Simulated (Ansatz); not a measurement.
# Decaying states in the gap of SrBiAsO6, part 2 of 4

A new crystal, SrBiAsO6: structure, gap and complex bands. It is built by putting Bi for part of the As in the SrAs2O6 structure of space group P-31m, with the volume rescaled by atomic radii. The parent structure comes from the Materials Project.

Ansatz 0.2.0; r2SCAN DFT, plane waves, PAW files (the session's first sound run).

So far. Step 2 (Cell and atoms at rest): The largest force component on a free atom ends at 1.9e-4 eV/Å.

The structure was built from a prototype and need not be the compound's stable phase.

## 3. The bulk crystal and its band edges

The energy window and the wavevectors of the next steps follow from the band edges, so these are searched first, off the mesh as well.

File input.yaml:

```yaml
crystal:
  lattice:
    - [5.2428701064, 0.0, 0.0]
    - [-2.6214350532, 4.5404587009, 0.0]
    - [0.0, 0.0, 5.3815166159]
  atoms:
    - { symbol: Sr, position: [0.0, 0.0, 0.0] }
    - { symbol: As, position: [0.3333333333, 0.6666666667, 0.5] }
    - { symbol: Bi, position: [0.6666666667, 0.3333333333, 0.5] }
    - { symbol: O, position: [0.035730423, 0.6418764902, 0.7021142645] }
    - { symbol: O, position: [0.035730423, 0.3938539327, 0.2978857355] }
    - { symbol: O, position: [0.3581235098, 0.3938539327, 0.7021142645] }
    - { symbol: O, position: [0.6061460673, 0.6418764902, 0.2978857355] }
    - { symbol: O, position: [0.3581235098, -0.035730423, 0.2978857355] }
    - { symbol: O, position: [0.6061460673, -0.035730423, 0.7021142645] }
kpoints:
  mp_grid: { grid: [6, 6, 4] }
  band_path: { path: [VBM, CBM], npoints: 30 }
scf:
  occupations: { method: fixed }
hamiltonian:
  xc: r2scan
output:
  eigenvalues: true
  write_potential: true
  write_density: true
  volumetric_format: npy
  elf: true
```

Started as:

```sh
$ ansatz run input.yaml --threads 2 --pin off --max-ram 4096MiB --backend cpu --events-out ev --progress --plain --runs-dir out
```

Numbers of over 12 decimals in the logs are rounded to 6 here.

Log:

```text
[...]
Crystal: 9 atoms, lattice volume = 128.107 Å³
Basis set: ecut = 500 eV, 3271 PW (Γ), exchange–correlation on 160×160×160 points (64 copies of the dense FFT grid, shifted against one another)
Bands: 47, of which v1, the nominal top of the filled ones, is band 38 counted from 1 (37 counted from 0)
Symmetry: 6 space group operations
[...]
k-points: 24 of 144 (time reversal used)
[...]
SCF iter   1: F=—  HF=-24241.632884 eV  |F-HF|=—  |Δ(HF+E_count)|=         —  Δρ=8.69e-3  dr2=8.10e-2  dr2_τ=4.04e-1  ethr=1.77e-3  ⟨swp⟩=5.5  Hψ=4407  notcnv=0  defer=138
[...]
SCF iter   8: F=-24241.817556 eV  HF=-24241.817556 eV  |F-HF|=3.99e-9  |Δ(HF+E_count)|=   3.99e-8  Δρ=1.92e-6  dr2=6.64e-9  dr2_τ=4.41e-10  ethr=1.32e-10  ⟨swp⟩=2.1  Hψ=2157  notcnv=0
SCF 1 converged in 8 iterations: F = -24241.817556 eV  dr2 = 6.64e-9
[...]
NSCF: frozen V_eff on 34 k-points
[...]
SCF converged after 8 iterations
Free energy (F): -24241.817556 eV
[...]
Internal energy: -24241.817556 eV  (E = F + TS)
E sigma→0 (E₀):  -24241.817556 eV
Fermi energy:    6.286259 eV
[...]
--- Band table (eV; the first three rows and the last of 24) ---
  k-point 0: bands = [... 34 lower, 5.5964, 5.6460, 6.1555, 6.1555, 8.4943, 11.5810, 13.6222, 14.9253, ... 5 higher]
  k-point 1: bands = [... 34 lower, 5.6004, 5.7203, 6.1396, 6.1505, 8.8065, 11.8708, 13.2796, 14.6842, ... 5 higher]
  k-point 2: bands = [... 34 lower, 5.7446, 5.7446, 6.1384, 6.1384, 9.0650, 12.3462, 12.7963, 14.6349, ... 5 higher]
  k-point 23: bands = [... 34 lower, 5.6145, 6.0648, 6.1156, 6.1587, 9.7442, 11.9431, 13.1285, 14.0689, ... 5 higher]
```

Wall time 56 s (2 threads of Arm Neoverse V2, shared host); peak memory 0.68 GiB.

The column dr2 measures how far the density is from self-consistency, as an energy; F and HF (Harris–Foulkes) agree once it is small.

Numbers from this step:

```yaml
fermi_energy: 6.286 eV
gap_on_the_k_mesh: 2.208 eV
gap_on_path: 2.206 eV, by band count; negative where bands overlap
direct_gap_on_path: 2.339 eV
edge_places_on_path: 0, 0.8352 1/A along the path
```

Electronic bands along the path, in eV, zero at the Fermi level (highest filled level under fixed occupations); v1 is the highest filled band, c1 the lowest empty one:

```
  point     v4     v3     v2     v1    c1    c2    c3    c4
    VBM  -0.76  -0.48  -0.29   0.00  3.33  5.58  7.88  7.96
halfway  -0.83  -0.52  -0.13  -0.06  3.05  5.51  7.71  7.95
    CBM  -0.69  -0.64  -0.13  -0.13  2.21  5.29  7.34  8.64
```

ELF in the ac plane at fractional y = 0.642, with atoms of As and O within 0.2 Å of it. It is the smooth field of the valence electrons, not physical close to the nuclei.

Ten even steps from '_' (0.00) to '@' (0.85), each cell a mean:
```
----..____________________..
%%%%**..________________::**
@@@@%%::____......____..**@@
**##%%==....::::..____::##@@
**##%%++------::..____::##@@
%%%%##==----==::______..++%%
======--..::----::::....::==
__..----::::++**####++::..__
__..--==--==**%%%%%%%%==..__
..::::::::--##%%++##@@++____
........__..**@@%%@@%%==____
__....______==%%@@@@**::____
____________..++**++::______
____________________________
```
Columns run along a (5.2 Å), rows up along c (5.4 Å). Atoms in or near the plane, at fractional coordinates: As at (0.33, 0.50), O at (0.04, 0.70), O at (0.61, 0.30).

Valence density in the ac plane at fractional y = 0.642, with atoms of As and O within 0.2 Å of it. It is the smooth field of the valence electrons, not physical close to the nuclei.

Ten steps, logarithmic in the rise over the least value, from '_' (0 e/Å³) to '@' (21 e/Å³), each cell a mean:
```
____________________________
::::..____________________..
++++::..________________..--
##**==::........________::++
##**==----::::..______..::++
++==--++##**--....____..::--
::::--##@@@@++::............
....::**@@%%++------::..____
__..::--++==--++**++--..____
__........::--**##**==..____
____....__..::++****--..____
____________..::----..______
________________....________
____________________________
```
Columns run along a (5.2 Å), rows up along c (5.4 Å). Atoms in or near the plane, at fractional coordinates: As at (0.33, 0.50), O at (0.04, 0.70), O at (0.61, 0.30).

Electrostatic potential energy in the ac plane at fractional y = 0.642, with atoms of As and O within 0.2 Å of it. With pseudopotentials it is smooth inside the atoms' cores, unlike the true potential.

Ten even steps from '_' (-32 eV) to '@' (14 eV), each cell a mean:
```
@@@@@@@@@@@@@@@@@@@@@@@@@@@@
@@@@@@@@@@@@@@@@@@@@@@@@@@@@
--++%%@@@@@@@@@@@@@@@@@@@@**
____++%%%%%%@@@@@@@@@@@@%%::
____++**++++##%%@@@@@@@@%%::
==++++++##**++##%%@@%%%%%%##
%%##++##@@@@++**%%%%%%%%%%%%
%%%%++**@@%%++**##%%%%%%%%%%
@@%%##++++++++--..::##%%%%@@
@@@@%%########..____++@@@@@@
@@@@@@@@@@@@%%==..::##@@@@@@
@@@@@@@@@@@@@@@@##%%@@@@@@@@
@@@@@@@@@@@@@@@@@@@@@@@@@@@@
@@@@@@@@@@@@@@@@@@@@@@@@@@@@
```
Columns run along a (5.2 Å; values clipped at the 3rd and 97th percentile), rows up along c (5.4 Å). Atoms in or near the plane, at fractional coordinates: As at (0.33, 0.50), O at (0.04, 0.70), O at (0.61, 0.30).

The searched edges give 2.21 eV, against 2.21 eV on the mesh.

## 4. Complex bands

This step: r2SCAN DFT, plane waves, PAW files; complex bands by layer matching along the plane's normal (Ansatz 0.2.0).

The same crystal is laid in a cell whose first two vectors span the (100) plane (indices of the standard conventional cell, whose axes can be ordered otherwise than in the bulk input). At fixed energy and wavevector in the plane the solver finds all kz, real and complex. A few wavevectors are listed, (0, 0), (0.3333, 0.2083) and (0.5, 0) in units of the plane's reciprocal vectors; the slowest state needn't be among them.

File input.yaml:

```yaml
crystal:
  lattice:
    - [5.242870106, 0.0, 0.0]
    - [0.0, 5.381516616, 0.0]
    - [2.621435053, 0.0, 4.540458701]
  atoms:
    - { symbol: Sr, position: [0.0, 0.0, 0.0] }
    - { symbol: As, position: [0.3333333333, 0.5, 0.3333333333] }
    - { symbol: Bi, position: [0.6666666667, 0.5, 0.6666666667] }
    - { symbol: O, position: [0.6061460673, 0.7021142645, 0.035730423] }
    - { symbol: O, position: [0.3581235098, 0.2978857355, 0.035730423] }
    - { symbol: O, position: [0.035730423, 0.7021142645, 0.3581235098] }
    - { symbol: O, position: [0.035730423, 0.2978857355, 0.6061460673] }
    - { symbol: O, position: [0.6061460673, 0.2978857355, 0.3581235098] }
    - { symbol: O, position: [0.3581235098, 0.7021142645, 0.6061460673] }
kpoints:
  mp_grid: { grid: [6, 4, 6] }
scf:
  occupations: { method: fixed }
hamiltonian:
  xc: r2scan
output:
  eigenvalues: true
  transmission:
    leads: [[0, 0]]
    kpoints: [[0.0, 0.0], [0.3333, 0.2083], [0.5, 0.0]]
    e_range: [-1.0, 3.21]
    de: 0.07
```

Log:

```text
[...]
Crystal: 9 atoms, lattice volume = 128.107 Å³
Basis set: ecut = 500 eV, 3271 PW (Γ), exchange–correlation on 160×160×160 points (64 copies of the dense FFT grid, shifted against one another)
Bands: 47, of which v1, the nominal top of the filled ones, is band 38 counted from 1 (37 counted from 0)
Symmetry: 6 space group operations
[...]
k-points: 24 of 144 (time reversal used)
[...]
SCF iter   1: F=—  HF=-24241.632891 eV  |F-HF|=—  |Δ(HF+E_count)|=         —  Δρ=8.69e-3  dr2=8.09e-2  dr2_τ=4.04e-1  ethr=1.77e-3  ⟨swp⟩=5.5  Hψ=4402  notcnv=0  defer=140
[...]
SCF iter   8: F=-24241.817556 eV  HF=-24241.817556 eV  |F-HF|=4.06e-9  |Δ(HF+E_count)|=   3.79e-8  Δρ=1.92e-6  dr2=6.63e-9  dr2_τ=4.44e-10  ethr=1.32e-10  ⟨swp⟩=2.1  Hψ=2154  notcnv=0
SCF 1 converged in 8 iterations: F = -24241.817556 eV  dr2 = 6.63e-9
[...]
transmission: 9 of 27 steps passed
transmission: 18 of 27 steps passed
transmission: 27 of 27 steps passed
SCF converged after 8 iterations
Free energy (F): -24241.817556 eV
[...]
Internal energy: -24241.817556 eV  (E = F + TS)
E sigma→0 (E₀):  -24241.817556 eV
Fermi energy:    6.286259 eV
[...]
--- Band table (eV; the first three rows and the last of 24) ---
  k-point 0: bands = [... 34 lower, 5.5964, 5.6460, 6.1555, 6.1555, 8.4943, 11.5810, 13.6222, 14.9253, ... 5 higher]
  k-point 1: bands = [... 34 lower, 5.4762, 5.7548, 6.1489, 6.2073, 8.8969, 11.6472, 13.7954, 14.6812, ... 5 higher]
  k-point 2: bands = [... 34 lower, 5.6178, 5.9049, 6.0978, 6.1964, 9.4360, 11.8006, 14.1364, 14.1414, ... 5 higher]
  k-point 23: bands = [... 34 lower, 5.6145, 6.0648, 6.1156, 6.1587, 9.7442, 11.9431, 13.1285, 14.0689, ... 5 higher]
--- Transmission ---
  basis      : 293 plane waves across, 9 finite elements along
  points     : 3, as listed
  energies   : 61 from -1.000000 to 3.200000 eV about the Fermi level, 0.070000 eV apart; the leads are filled to 1.104032 eV, and channels, transmission and decay are at 1.100000 eV
  crystal 0  : As1O6Bi1Sr1, at the sites [0, 0], period 4.5405 Å: whole cells are its period
    offset         : up to 0.0000 Å between an atom of the period and one for which it stands
    channels       : 0.000000e0 a spin
    conductance    : none, the energies end too early or step too widely for 300 K: set another output.transmission.e_range or a lower de, or, where they end at an eighth of basis.ecutwfc, a higher one
    slowest decay  : 0.2475 /Å at (0.0000, 0.0000)
```

The job ended after 2.3 min (2 threads; peak memory 1.2 GiB).

Numbers from this step:

```yaml
level_to_which_the_leads_are_filled: 1.104 eV from the Fermi level
decay_constant_at_the_filling_level_zone_centre: 0.2475 Å⁻¹
decay_constant_at_the_filling_level_slowest_listed_point: 0.2475 Å⁻¹
```

K parallel (0, 0); values up to 1.5 1/Å, a degenerate pair printed once or twice; energies at which all values exceed this have no row. The Im kz of the slowest decaying states by energy, zero at the highest filled level on the SCF mesh:

```
energy (eV)  decay 1 (Å⁻¹)  decay 2 (Å⁻¹)  decay 3 (Å⁻¹)  decay 4 (Å⁻¹)
      -1.00         0.0468          0.392          0.610          0.614
      -0.79          0.140          0.190          0.278          0.360
      -0.58          0.103          0.213          0.253          0.279
      -0.37          0.162          0.214          0.230          0.367
      -0.16          0.112          0.119          0.177          0.336
      -0.02          0.182          0.224          0.395          0.446
       0.05          0.228          0.262          0.445          0.461
       0.26          0.241          0.385          0.451          0.592
       0.47          0.249          0.461          0.463          0.692
       0.68          0.253          0.475          0.525          0.767
       0.89          0.253          0.485          0.584          0.707
       1.10          0.248          0.493          0.612          0.686
       1.31          0.237          0.499          0.625          0.688
       1.52          0.220          0.503          0.634          0.695
       1.73          0.194          0.505          0.642          0.703
       1.94          0.154          0.504          0.649          0.710
       2.15         0.0755          0.501          0.655          0.717
       2.36          0.495          0.660          0.723          0.725
       2.57          0.486          0.664          0.719          0.729
       2.78          0.473          0.666          0.712          0.733
       2.99          0.455          0.668          0.703          0.737
       3.20          0.427          0.669          0.692          0.740
```

K parallel (0, 0). Table of Re kz of states that move upwards by energy, zero at the highest filled level on the SCF mesh:

```
energy (eV)  channel 1 (Å⁻¹)  channel 2 (Å⁻¹)  channel 3 (Å⁻¹)  channel 4 (Å⁻¹)
      -1.00           -0.315           -0.276           -0.141            0.554
      -0.86           -0.157                -                -                -
      -0.65            0.525                -                -                -
      -0.51            0.265                -                -                -
      -0.30                -                -                -                -
      -0.16           -0.358                -                -                -
      -0.02                -                -                -                -
       0.19                -                -                -                -
       0.33                -                -                -                -
       0.54                -                -                -                -
       0.68                -                -                -                -
       0.82                -                -                -                -
       1.03                -                -                -                -
       1.17                -                -                -                -
       1.38                -                -                -                -
       1.52                -                -                -                -
       1.66                -                -                -                -
       1.87                -                -                -                -
       2.01                -                -                -                -
       2.22           0.0362                -                -                -
       2.36            0.131                -                -                -
       2.50            0.190                -                -                -
       2.71            0.267                -                -                -
       2.85            0.320                -                -                -
       3.06            0.412                -                -                -
       3.20            0.497                -                -                -
```

K parallel (0.3333, 0.2083); values up to 1.5 1/Å, a degenerate pair printed once or twice; energies at which all values exceed this have no row. Im kz of the slowest decaying states against energy, zero at the highest filled level on the SCF mesh:

```
energy (eV)  decay 1 (Å⁻¹)  decay 2 (Å⁻¹)  decay 3 (Å⁻¹)  decay 4 (Å⁻¹)
    -1.0000          0.101          0.160          0.295          0.411
    -0.7200          0.065          0.178          0.232          0.397
    -0.5100         0.0759          0.102          0.281          0.328
    -0.2300         0.0574          0.400          0.462          0.533
    -0.0200          0.144          0.415          0.538          0.613
     0.2600          0.274          0.409          0.606          0.614
     0.4700          0.315          0.469          0.622          0.650
     0.7500          0.351          0.532          0.620          0.668
     1.0300          0.373          0.578          0.621          0.665
     1.2400          0.384          0.593          0.604          0.651
     1.5200          0.393          0.575          0.629          0.663
     1.7300          0.394          0.566          0.642          0.662
     2.0100          0.390          0.554          0.653          0.661
     2.2200          0.379          0.544          0.658          0.658
     2.5000          0.353          0.528          0.654          0.658
     2.7800          0.298          0.504          0.649          0.652
     2.9900          0.199          0.477          0.643          0.644
```

K parallel (0.5, 0); values up to 1.5 1/Å, a degenerate pair printed once or twice; energies at which all values exceed this have no row. Table of Im kz of the slowest decaying states by energy, zero at the highest filled level on the SCF mesh:

```
energy (eV)  decay 1 (Å⁻¹)  decay 2 (Å⁻¹)  decay 3 (Å⁻¹)  decay 4 (Å⁻¹)
      -1.00         0.0395          0.101          0.353          0.742
      -0.79          0.306          0.385          0.748           1.00
      -0.58          0.179          0.272          0.480          0.764
      -0.37          0.242          0.470          0.796          0.875
      -0.16          0.513          0.739          0.858              -
      -0.02          0.148          0.459          0.550          0.643
       0.05          0.229          0.501          0.574          0.621
       0.26          0.352          0.586          0.620          0.982
       0.47          0.414          0.610          0.651           1.02
       0.68          0.452          0.632          0.654          0.694
       0.89          0.479          0.650          0.654          0.730
       1.10          0.499          0.643          0.674          0.757
       1.31          0.516          0.632          0.679          0.705
       1.52          0.530          0.617          0.668          0.748
       1.73          0.546          0.598          0.664          0.782
       1.94          0.567          0.658          0.812          0.820
       2.15          0.561          0.652          0.828          0.840
       2.36          0.553          0.642          0.834          0.866
       2.57          0.543          0.630          0.839          0.891
       2.78          0.528          0.615          0.842          0.915
       2.99          0.479          0.531          0.594          0.843
       3.20          0.370          0.542          0.563          0.844
```

At the listed wavevectors the last open channel is at -0.02 eV and the next at +2.22 eV on the grid. At +1.10 eV, the grid energy nearest the filling level (the middle of the gap on the SCF mesh), the slowest state at the listed wavevectors decays with κ = 0.247 Å⁻¹, its amplitude falling by e over 4.0 Å. Through 1 nm of this crystal that state's transmission falls by exp(−2 × 0.247 Å⁻¹ × 10 Å) = 0.0071.

(Part 2 of 4 ends here.)

[Logs are printed without paths, hosts, clocks, repeated set-up lines and the standing remarks that a program may print on its own settings, such as how far it seeks lower states.]

[Hosts, paths, dates, database ids (printed as entryN), source tags and the programs' standing remarks are cut or masked in the printed files.]

[New means built here by substitution; the compound itself may be known and measured.]
